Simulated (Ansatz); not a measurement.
# Lattice dynamics of LiSc (built on the sites of a database entry of ScCu)

The cell of LiSc (built on the sites of a database entry of ScCu) is at rest. What are its phonons? After the zone centre comes a 4×4×4 q mesh on a 12×12×12 k mesh.

Program: Ansatz 0.2.0. Level of theory: DFT PBEsol, scalar-relativistic, plane waves, PAW. Results are calculated unless marked as measured.

The structure was built from a prototype and need not be the compound's stable phase.

### Step 1. Starting point

The structure is cubic, space group Pm-3m (No. 221). Conventional cell: a = 3.451 Å, b = 3.451 Å, c = 3.451 Å, α = 90.00°, β = 90.00°, γ = 90.00°. Nearest to Sc lie 8 Li at 2.99 Å. Li has 8 Sc at 2.99 Å nearest. Farther neighbours are not listed.

### Step 2. Linear response at the zone centre

The cell comes from relaxations at this level that are not shown. The zone centre comes first: it holds the modes that light can see, as far as symmetry allows. No field response is asked, since the mesh shows no gap.

input.yaml

```yaml
crystal:
  lattice:
    - [3.4508347799, 0.0, 0.0]
    - [0.0, 3.4508347799, 0.0]
    - [0.0, 0.0, 3.4508347799]
  atoms:
    - { symbol: Sc, position: [0.5, 0.5, 0.5] }
    - { symbol: Li, position: [0.0, 0.0, 0.0] }
kpoints:
  mp_grid: { grid: [12, 12, 12] }
hamiltonian:
  xc: pbesol
scf:
  occupations: { method: methfessel_paxton, width: 0.15 }
output:
  eigenvalues: true
phonons:
  method: dfpt
```

Launch:

```console
$ ansatz run input.yaml --threads 4 --pin off --max-ram 7168MiB --backend cpu --events-out ev --progress --plain --runs-dir out
```

Numbers of over 12 decimals in the logs are rounded to 6 here.

Output:

```text
Engine: ansatz 0.2.0, aarch64-unknown-linux-gnu
Pseudopotentials: kind: paw
Pseudopotential: Sc, paw, valence charge 11, recommended cutoff 420 eV (normal), Sc.paw.azcp
Pseudopotential: Li, paw, valence charge 3, recommended cutoff 420 eV (normal), Li.paw.azcp
Functional definition: PBEsol
  exchange = pbesol_x
  correlation = pbesol_c
Crystal: 2 atoms, lattice volume = 41.093 Å³
Basis set: ecut = 420 eV, 799 PW (Γ), exchange–correlation on 48×48×48 points (8 copies of the dense FFT grid, shifted against one another)
Bands: 11, of which v1, the nominal top of the filled ones, is band 7 counted from 1 (6 counted from 0)
Symmetry: 48 space group operations
k-points: 196 of 1728 (irreducible under 8 space group operations, time reversal used)
Non-local potential: Sc, projectors of the file, l = 0: 3, l = 1: 2, l = 2: 3, l = 3: 1
Non-local potential: Li, projectors of the file, l = 0: 3, l = 1: 2, l = 2: 1
PAW form: soft (Blöchl's): semilocal exchange-correlation on the pseudo side does not see the compensation charge
PAW frozen core: Sc, regenerated for the run's functional, and the local potential with it (the file was generated under x = pbe(κ = 0.804, μ = 0.219515), c = pbe(β = 0.066725))
PAW one-centre angular grid: Sc, 590 points (default); XC on 64 Gauss nodes
PAW one-centre angular grid: Li, 110 points (default); XC on 64 Gauss nodes
Initial density: superposition of atomic densities (neutral atoms: chi_scale 0, normalization atom), corrected by the library's trained network
Initial wavefunctions: pseudopotential atomic-orbital guess
Functional: x = pbesol(κ = 0.804, μ = 0.123457), c = pbesol(β = 0.046)
SCF iter   1: F=—  HF=-2313.906001 eV  |F-HF|=—  |Δ(HF+E_count)|=         —  Δρ=4.05e-3  dr2=7.17e-3  ethr=1.77e-3  ⟨swp⟩=4.0  Hψ=9934  notcnv=0
preconditioner: auto → none  [metal: Δε(μ)=0.005 eV  Ē_g=2.786 eV  σ=0.150 eV  W_gap=0.03  n_scr=6 (ndim 8)  ℏωp=11.6 eV  f_vac=0.000  D(μ)=3.03/eV (n_scr^D=32)  sad-step TF]
SCF iter   2: F=—  HF=-2313.903460 eV  |F-HF|=—  |Δ(HF+E_count)|=   2.54e-3  S|Δr|=    0.00e0  Δρ=1.46e-3  dr2=7.90e-4  ethr=5.12e-5  ⟨swp⟩=1.8  Hψ=4525  notcnv=0
SCF iter   3: F=—  HF=-2313.903190 eV  |F-HF|=—  |Δ(HF+E_count)|=   2.70e-4  S|Δr|=    0.00e0  Δρ=4.90e-4  dr2=1.04e-4  ethr=5.64e-6  ⟨swp⟩=2.1  Hψ=2449  notcnv=0
SCF iter   4: F=—  HF=-2313.903174 eV  |F-HF|=—  |Δ(HF+E_count)|=   1.62e-5  S|Δr|=    0.00e0  Δρ=1.30e-4  dr2=7.67e-6  ethr=7.46e-7  ⟨swp⟩=2.9  Hψ=3644  notcnv=0
SCF iter   5: F=—  HF=-2313.903174 eV  |F-HF|=—  |Δ(HF+E_count)|=   6.75e-7  S|Δr|=    0.00e0  Δρ=2.18e-5  dr2=1.79e-7  ethr=5.48e-8  ⟨swp⟩=2.5  Hψ=3147  notcnv=0
SCF iter   6: F=—  HF=-2313.903174 eV  |F-HF|=—  |Δ(HF+E_count)|=   6.44e-7  S|Δr|=    0.00e0  Δρ=1.63e-6  dr2=4.88e-10  ethr=1.28e-9  ⟨swp⟩=2.8  Hψ=3599  notcnv=0
SCF iter   7: F=-2313.903174 eV  HF=-2313.903174 eV  |F-HF|=2.73e-12  |Δ(HF+E_count)|=  4.72e-10  S|Δr|=    0.00e0  Δρ=1.65e-7  dr2=6.22e-12  ethr=1.00e-12  ⟨swp⟩=3.7  Hψ=9454  notcnv=0
SCF 1 converged in 7 iterations: F = -2313.903174 eV  dr2 = 6.22e-12
  greatest PAW one-centre occupation: 1.000 electrons in one spin orbital (limit 2), on the Li atom at site 1 (counted from 0), in its partial waves of l = 0
DFPT response loops at Γ: preconditioner auto → Kerker (q_TF=auto, 2.280 Å⁻¹) (partly filled bands, converged f_vac=0.000); β = 1.00, the filter's whole step (`scf.mixing.beta` (0.50) is not read by the response loops under this deck's `scf.mixing.preconditioner`; to damp them name `kerker` or `kerker_dos`, under which they read `scf.mixing.beta`, and type it under 1.00, their step now; both keys bind the ground state too); Broyden in place of MSR1
SCF converged after 7 iterations
Stability not checked: this state was not tested for a lower state beside it, because cold or Methfessel-Paxton smearing, or corrected tetrahedra, fill the levels in a way that the test cannot read (fill_not_monotonic; see scf.lower_state_search)
Free energy (F): -2313.903174 eV
Harris-Foulkes:  -2313.903174 eV  (|F-HF|=2.73e-12)
Internal energy: -2313.901359 eV  (E = F + TS)
E sigma→0 (E₀):  -2313.902720 eV
Entropy (-TS):   -0.001815 eV (-0.907 meV/atom)
Fermi energy:    6.120575 eV
--- Per-component energies (eV) ---
  E_band       = -278.357736
  E_kinetic    = 281.006156
  E_local      = -1061.583707  (includes V_loc(G=0)·N_el)
  E_nonlocal   = 51.379975
  E_hartree    = 359.373395
  E_xc         = -112.677303
  E_vxc        = -140.607150  (∫ρ·V_xc dr)
  E_paw        = -951.534418  (= ΣΔE_a)
  E_vpaw       = -127.299894  (= ΣTr[D̂ρ^β])
  E_aug_tail   = 0.000024  (compensation charges beyond the density's cutoff)
  E_ewald      = -879.994507
  E_core_change = 0.129025  (= ΣΔE_core)
  E_smearing   = -0.001815  (= −TS)
  E_closure    = -0.000000  (closes the sum)
  Σ components = -2313.903174   (vs F -2313.903174, Δ=0.00e0)
--- Band table (eV; the first three rows and the last of 196) ---
  k-point 0: bands = [... 3 lower, -22.2367, -22.2367, 1.5418, 6.1072, 6.1072, 8.7186, 8.7186, 8.7186]
  k-point 1: bands = [... 3 lower, -22.2360, -22.2360, 1.6271, 6.1087, 6.1356, 8.6074, 8.6074, 8.7252]
  k-point 2: bands = [... 3 lower, -22.2340, -22.2340, 1.8758, 6.0884, 6.2150, 8.3424, 8.3424, 8.7434]
  k-point 195: bands = [... 3 lower, -22.3314, -22.3314, 5.3863, 5.3863, 5.3863, 9.4050, 9.4050, 10.5309]
--- Phonons (Γ-DFPT): 2 representative perturbations + reference, on 196 of 1728 k-points (Σ response iterations 6) ---
  k mesh reduced under 8 symmetry operations, with k and −k counted as one. Each operation leaves every solved perturbation unchanged. A smaller set is not used because it would not reduce the number of displacements times k-points to solve
  ASR residual: 1.493e-4 → 0.000e0 eV/Å²; symmetrization residual: 1.621e-7 eV/Å²
  ASR residual per site (eV/Å²): 1.49e-4 4.69e-6
  Γ frequencies (cm⁻¹): 0.00 0.00 0.00 365.89 365.89 365.89
  non-analytic LO–TO correction: not included (Born effective charges unavailable; polar crystals: no LO–TO splitting at Γ)
```

Elapsed: 6.4 s, on 4 threads of Arm Neoverse V2, shared host; peak memory 0.57 GiB; 22 s of CPU time.

In the SCF lines HF is the Harris–Foulkes energy and dr2 the Hartree energy of the density residual, in eV; the loop may stop once dr2 is under the threshold and the program's other checks hold. Hψ counts applications of the Hamiltonian.

This step gave:

- volume per atom: 20.55 Å³
- gap on the k-mesh: 0 eV
- sum-rule residual before enforcement: 1.49e-4 eV/Å²
- point group: m-3m
- highest optical mode at the zone centre (no LO-TO term): 365.9 cm⁻¹
- lowest optical zone-centre mode: 365.9 cm⁻¹

Patterns of degenerate modes are one choice out of their space. The modes at Γ (shares of kinetic energy by element, %):

```
mode  frequency (cm⁻¹)  symmetry  Sc %  Li %
   1               0.0  acoustic    87    13
   2               0.0  acoustic    87    13
   3               0.0  acoustic    87    13
   4             365.9       T1u    13    87
   5             365.9       T1u    13    87
   6             365.9       T1u    13    87
```

Displacements in mode 5 (365.9 cm⁻¹), the largest set to 1:
```
Sc1  0.00 -0.15  0.00
Li2  0.00  1.00  0.00
```

Before it was imposed, the acoustic sum rule was missed by 1.5e-4 eV/Å². Small misses are needed for a sound result but don't prove that mesh and cutoff are converged. The lowest optical mode is real, 366 cm⁻¹.

[end of part 1 of 2]

[Logs are printed without paths, hosts, clocks, repeated set-up lines and the standing remarks that a program may print on its own settings, such as how far it seeks lower states.]

[Hosts, paths, dates, database ids (printed as entryN), source tags and the programs' standing remarks are cut or masked in the printed files.]
